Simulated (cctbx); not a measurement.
# Accept or mend?

Cell a = 4.7050 Å, b = 4.7050 Å, c = 7.6360 Å, α = 90.00°, β = 90.00°, γ = 120.00°; space group P-6m2 (no. 187). The compound is Be14NiSn.

Simulated single-crystal data (cctbx): Mo Kα, λ = 0.71073 Å, to d = 0.7 Å, 50 % of the full sphere, strongest reflection 70000 counts, noise from counting, a 1.5 % proportional error and a noise floor of 2 counts (s.d.); no absorption.

An anisotropic refinement with weights 1/σ² prints:

```text
Rint 0.012, 43 unique reflections to 1.32 A
cycle     R1     wR2    GooF  max shift (A)
   1  0.0065  0.0189   2.332   0.07898
   7  0.0026  0.0067   0.828   0.00036
final R1 0.0026 wR2 0.0067 GooF 0.828  parameters 21  data/parameter 2.0
atom        x        y        z      Ueq    occ   su(xyz)  su(Uiso or U11)
Sn1    0.00000  0.00000  0.50000   0.0104  1.000  0.00000  0.0004
Ni1    0.00000  0.00000  0.00000   0.0145  1.000  0.00000  0.0005
Be1    0.66667  0.33333  0.75305   0.0267  1.000  0.00075  0.0075
Be2    0.66474  0.83237  0.75911   0.0248  1.000  0.00154  0.0067
Be3    0.50493  0.49507  0.50000   0.0200  1.000  0.01161  0.0043
Be4    0.51743  0.48257  0.00000   0.0154  1.000  0.00857  0.0065
difference map: max 0.03 min -0.03 rms 0.01
Q1    0.3333  0.6667  0.0686    2    0.03  1.59 A from Be4
Q2    0.6667  0.3333  0.0464    2    0.02  1.27 A from Be4
Q3    0.9963  0.4982  0.2997    6    0.02  1.40 A from Be1
Q4    0.4039  0.2020  0.5000    3    0.01  1.21 A from Be3
Q5    0.2018  0.4037  0.5000    3    0.01  1.27 A from Be3
Q6    0.6667  0.3333  0.2640    2    0.01  0.13 A from Be1
```

Q: Accept it or mend it, and why?

Mend it. The fault: data cut at low resolution. Against the right model at the same level, R1 goes from 0.0046 to 0.0026 and GooF from 0.99 to 0.83. The atoms are right, but there are too few data for the parameters: R1 flatters and the s.u.s grow. Data per parameter fall from 9.8 to 2.

The compound is Be14NiSn. The right model at the same level gives:

```text
Rint 0.013, 206 unique reflections to 0.70 A
cycle     R1     wR2    GooF  max shift (A)
   1  0.0159  0.0445   4.040   0.03453
   8  0.0046  0.0109   0.991   0.00055
final R1 0.0046 wR2 0.0109 GooF 0.991  parameters 21  data/parameter 9.8
atom        x        y        z      Ueq    occ   su(xyz)  su(Uiso or U11)
Sn1    0.00000  0.00000  0.50000   0.0106  1.000  0.00000  0.0000
Ni1    0.00000  0.00000  0.00000   0.0144  1.000  0.00000  0.0001
Be1    0.66667  0.33333  0.75358   0.0254  1.000  0.00031  0.0008
Be2    0.66745  0.83372  0.75839   0.0221  1.000  0.00044  0.0007
Be3    0.50192  0.49808  0.50000   0.0198  1.000  0.00355  0.0004
Be4    0.50568  0.49432  0.00000   0.0210  1.000  0.00361  0.0008
Flack x: 0.11(7)
Hooft y: 0.172(64)  Bijvoet pairs: 85
difference map: max 0.15 min -0.12 rms 0.03
Q1    0.0000  0.0000  0.1320    2    0.15  1.01 A from Ni1
Q2    0.3333  0.6667  0.1000    2    0.14  1.60 A from Be4
Q3    0.6667  0.3333  0.0973    2    0.13  1.14 A from Be1
Q4    0.6667  0.3333  0.4278    2    0.10  1.39 A from Be1
Q5    0.3333  0.6667  0.4243    2    0.10  1.49 A from Be3
Q6    0.3333  0.6667  0.2422    2    0.08  1.36 A from Be2
```

Isotropic U is held between 0.0001 and 1 Å² by the program, and listed peak heights are interpolated, so they can pass the grid's maximum.

The model is made up (kin elements in a known structure type, no relaxation), so it says nothing on whether the phase exists.

[Middle refinement cycles are left out of these outputs.]

[Logs are printed without paths, hosts, clocks, repeated set-up lines and the standing remarks that a program may print on its own settings, such as how far it seeks lower states.]
